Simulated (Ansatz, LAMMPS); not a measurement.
# Amorphous polyoxymethylene (as short chains C22O21H46) at 500 K (178 atoms): support functions against a reference, part 2 of 2

Aim: test how closely localised support functions follow the reference on amorphous polyoxymethylene (as short chains C22O21H46) at 500 K (178 atoms), and at what cost. A setting counts as converged where the r.m.s. difference of forces stays under 1 % of the r.m.s. force.

Ansatz 0.2.0; Kohn-Sham DFT, PBE+D4, PAW (set soft_2), plane waves.

The cell: 44 C, 42 O and 92 H. The network of contacts between molecules at the start is that of the classical potential that made the cell. The density was typed from a rule of thumb and may lie off the real one at this temperature. Only the Γ point is sampled, in a cell whose shortest periodic width is 12 Å.

So far. Step 13 (Support functions medium, radius 5.11 Å): Forces differ from the reference by 0.39 meV/Å r.m.s., 0.034 % of their size, well within a tolerance of 1 %; the energy by -0.59 meV/atom. It took 12 times the reference's time (shared host, so rough).

### Step 16. The first run in detail

The first run, on the default basis, asked for the full analyses, so its electronic structure is set out here.

Length of the force by element:

```tsv
element	coordination	atoms	mean length of the force (eV/Å)	spread	least	most
C	all	44	2.34	1.10	0.306	5.03
H	all	92	1.43	0.797	0.131	3.86
O	all	42	1.75	0.757	0.480	3.62
```

Intrinsic-atomic-orbital charges by element:

```tsv
element	coordination	atoms	mean charge (e)	spread	least	most
C	all	44	0.0259	0.111	-0.369	0.105
H	all	92	0.167	0.0238	0.113	0.220
O	all	42	-0.392	0.0188	-0.439	-0.354
```

Density of states as counts of states in windows of 1 eV (from the Fermi level), total and the larger projections:

```tsv
from (eV)	to (eV)	total	O p	C p	H s
-10	-9	21.5	3.0	5.0	5.4
-9	-8	7.3	2.5	3.1	1.0
-8	-7	53.3	19.5	24.1	7.0
-7	-6	45.6	15.1	20.5	7.4
-6	-5	35.0	11.1	15.4	6.6
-5	-4	38.2	13.7	14.6	7.4
-4	-3	40.4	20.8	10.1	6.4
-3	-2	39.6	23.3	7.1	6.2
-2	-1	44.2	33.6	3.6	5.5
-1	0	43.6	32.3	3.4	7.0
0	1	1.8	1.3	0.1	0.4
1	4	0.0	0.0	0.0	0.0
4	5	3.7	0.1	0.6	1.3
```

With fixed occupations the program's Fermi level is the highest filled level; weight inside the gap is the broadening of levels at its edges.

Between -23 and -10 eV lie 149 more states.

The levels nearest the highest filled one (over half full), pooled over k-points and spins:

```tsv
level less the highest filled one (eV)	occupation
-0.371	2
-0.299	2
-0.275	2
-0.246	2
-0.130	2
0	2
4.69	0
4.88	0
5.08	0
5.25	0
5.31	0
5.36	0
```

Electrostatic potential energy in the bc plane at fractional x = 0.239, with atoms of C and O and H within 0.2 Å of it. With pseudopotentials it is smooth inside the atoms' cores, unlike the true potential.

Ten even steps from '0' (-43 eV) to '9' (6 eV), each cell a mean:
```
8458888878999983489999999999999999
8457789999999998899999999999999999
9887789999999999999999999999999999
9987479999999999999999999985589999
9997479999999999999999999951169999
9999999999999999999999999984378999
9999999999999999999999999972016999
9999999999999999999999985341016899
9999999999999999999999972147578999
9999999999887678999999997789999999
9999999995352005899999999999999999
9999999997672015899999999999999999
8999999999998448999999989999999833
8999999999998438999999725999986424
8899999999999999999875337999972004
2268999999999999998650027899985224
0038999999999999999874332369998884
5579999999889999999998830038999998
9999999998565678999999984479999999
9999999998710068999999999999999999
9999878998720168998899999999999999
9999713678877788872389999999999999
9999875115899998776799999999999999
9999986215899997778999999999999999
```
Columns run along b (12.2 Å; values clipped at the 3rd and 97th percentile), rows up along c (12.2 Å). Atoms in or near the plane, at fractional coordinates: C at (0.83, 0.70), O at (0.02, 0.31), C at (0.93, 0.38), O at (0.73, 0.27), H at (0.96, 0.46), H at (0.69, 0.42), C at (0.40, 0.54), C at (0.36, 0.17), H at (0.41, 0.44), H at (0.46, 0.97), H at (0.55, 0.09), H at (0.16, 0.10), H at (0.13, 0.82), H at (0.05, 0.95).

ELF in the bc plane at fractional x = 0.239, with atoms of C and O and H within 0.2 Å of it. It is the smooth field of the valence electrons, not physical close to the nuclei.

Ten even steps from '0' (0.01 × 1e-1) to '9' (9.97 × 1e-1), each cell a mean:
```
9997202578500399983000014410000018
9998410012100399961000000000110005
4677762000000035300000000246663000
0169997200000000000000004788886200
0169999400011000000000003787785200
0025775100167510000000000257752100
0000010000157510000001444334344310
0000000000001000000003788775156420
0000000233200012110003788775465310
0000001577633467751001478872122100
1000002688775258751000135541000011
7200000478765456420000000000001589
9200000023227998400002676300014999
5100000000017998201114999700025799
3321000000003762035435898300156335
6674100000000000156665354320046557
5574100000110010034454477773002247
8862000027874476201111475574100038
7630000059997799600000488851110015
1000122016872586300100267520131000
0002799511442441037861001100010000
0005999842233211399994000000000000
0001688655211013589982002320000000
7751024688400058875310026751000004
```
Columns run along b (12.2 Å), rows up along c (12.2 Å). Atoms in or near the plane, at fractional coordinates: C at (0.83, 0.70), O at (0.02, 0.31), C at (0.93, 0.38), O at (0.73, 0.27), H at (0.96, 0.46), H at (0.69, 0.42), C at (0.40, 0.54), C at (0.36, 0.17), H at (0.41, 0.44), H at (0.46, 0.97), H at (0.55, 0.09), H at (0.16, 0.10), H at (0.13, 0.82), H at (0.05, 0.95).

Mean intrinsic-atomic-orbital charges: C +0.03, H +0.17, O -0.39 e. The largest share in the top eV of filled states is O p (75 % of the projected weight), and in the lowest eV of empty states H s (47 % of the projected weight).

### Step 17. Local order

These statistics describe the geometry on which the runs were made.

Density 1.17 g/cm³, 10.31 Å³ an atom.

g(r), total and by pair (bins of 0.2 Å):

```tsv
r (Å)	total	H-H	H-C	H-O	C-C	C-O	O-O
1.00	2.27	0.00	8.90	0.00	0.00	0.00	0.00
1.20	1.31	0.00	5.12	0.00	0.00	0.00	0.00
1.40	1.89	0.00	0.00	0.00	0.00	16.25	0.00
1.60	0.17	0.57	0.00	0.00	0.00	0.17	0.00
1.80	0.63	2.17	0.00	0.21	0.00	0.00	0.00
2.00	1.40	0.60	0.00	5.06	0.00	0.00	0.00
2.20	1.10	0.57	0.18	2.57	1.92	0.00	2.92
2.40	1.16	0.81	1.24	0.81	3.94	0.06	3.19
2.60	0.77	0.71	1.34	0.90	0.00	0.17	0.00
2.80	0.75	0.85	0.83	0.77	0.00	1.05	0.00
3.00	0.59	0.81	0.56	0.57	0.00	0.80	0.00
3.20	0.88	0.84	1.42	0.76	0.00	0.77	0.40
3.40	0.83	1.08	0.91	0.73	0.33	0.82	0.28
3.60	1.02	1.35	1.01	0.79	0.70	1.11	0.57
3.80	0.95	1.09	0.82	0.95	1.30	0.66	0.97
4.00	0.95	0.96	1.02	1.06	0.84	0.72	0.82
4.20	1.06	1.08	1.08	1.00	1.54	0.61	1.65
4.40	1.06	1.14	0.99	0.95	1.56	0.88	1.46
4.60	1.07	1.09	1.09	0.94	1.29	1.06	1.21
4.80	0.97	0.93	0.97	0.96	0.79	1.21	0.82
5.00	1.08	1.04	1.12	1.04	0.82	1.41	0.90
5.20	1.10	1.06	1.05	1.06	1.14	1.39	0.98
5.40	1.04	0.92	1.19	1.02	1.16	0.97	1.03
5.60	1.00	1.00	0.91	1.05	1.13	1.04	1.01
5.80	1.02	0.83	0.95	1.20	1.01	1.10	1.31
6.00	1.04	1.02	1.02	1.10	1.04	1.02	0.87
```

Bonds by pair of elements; cutoffs follow the first minimum of g(r), held within bounds set by covalent radii, and pairs that aren't listed don't count as bonded:

```tsv
pair A-B	cutoff (Å)	bonds	mean length (Å)	spread (Å)	shortest (Å)	B about A	A about B
H-C	1.34	92	1.09	0.044	1.01	1	2.09
C-O	1.73	84	1.42	0.033	1.35	1.91	2
```

How many atoms have how many bonded neighbours:

```tsv
element	mean	1	2	4
C	4	0	0	44
H	1	92	0	0
O	2	0	42	0
```

By these cutoffs all C atoms have 4, all H atoms have 1 and all O atoms have 2 bonded neighbours.

A closer look about C29, which bears the longest force: 9 atoms, nearest first, numbered in the order of the input, with positions taken from that point.

```tsv
atom	x	y	z	distance (Å)	bonds	intrinsic-atomic-orbital charge (e)	Fx	Fy	Fz (eV/Å)
C29	0.00	0.00	0.00	0.00	4	0.08	-3.04	2.85	2.83
H73	0.49	-0.88	-0.24	1.04	1	0.20	1.27	-1.62	-0.99
H74	0.43	1.01	-0.34	1.15	1	0.13	-0.50	-1.57	-0.07
O30	-0.06	0.07	1.48	1.48	2	-0.39	-0.15	0.43	-0.21
O28	-1.44	-0.13	-0.30	1.48	2	-0.38	1.80	-0.45	-0.91
C27	-1.71	0.67	-1.43	2.33	4	0.01	1.90	-0.30	-0.28
C31	1.00	0.85	1.98	2.37	4	0.07	-0.11	-0.05	-1.04
H75	0.92	1.85	1.47	2.54	1	0.14	0.97	-0.69	-0.12
H72	-1.67	1.67	-1.03	2.58	1	0.19	1.00	1.38	-0.61
```

The column of bonds counts only the pairs H-C within 1.34 Å, C-O within 1.73 Å; other neighbours, such as metal atoms beside each other in a compound, aren't counted, and periodic images can show an atom twice.

### Step 18. Outcome

```
free energy per atom                             : -203.9572 eV/atom
pressure                                         : 1.684 GPa
r.m.s. force component                           : 1.141 eV/Å
gap (highest filled to lowest empty level) : 4.694 eV
wall time of the 11 DFT runs                     : 19 min
```

**Reading.** Against plane waves at 750 eV, the forces differ by 0.49 meV/Å (0.043 %) with support functions medium, and by 0.35 meV/Å in the closest run (support functions high). At 178 atoms the fastest of the runs at a preset level, support functions low, takes 2.9 times the time of plane waves, in 11 SCF cycles against 10. Differences between support functions and plane waves include what basis error the plane-wave run still has. As the radius goes from 3.31 to 5.11 Å, the force difference goes from 0.50 to 0.39 meV/Å, and the time from 57 s to 3.6 min.

Between filled and empty levels lie 4.69 eV (at Γ alone); a semilocal functional tends to put such gaps too low. In a disordered cell it changes from sample to sample, and tail or defect levels can set it. With the cutoffs above, all C atoms have 4, all H atoms have 1 and all O atoms have 2 bonded neighbours.

**Limits.** The force components of 1.1 eV/Å r.m.s. hold both thermal displacement and the mismatch between the potential that made the cell and DFT, above all in bond lengths inside molecules. The pressure of 1.7 GPa is that of one thermal frame, in which the classical model's bond lengths enter as well as the volume, without the kinetic term and with the strain of bonds inside molecules.

[Logs are printed without paths, hosts, clocks, repeated set-up lines and the standing remarks that a program may print on its own settings, such as how far it seeks lower states.]

[Hosts, paths, dates, database ids (printed as entryN), source tags and the programs' standing remarks are cut or masked in the printed files.]
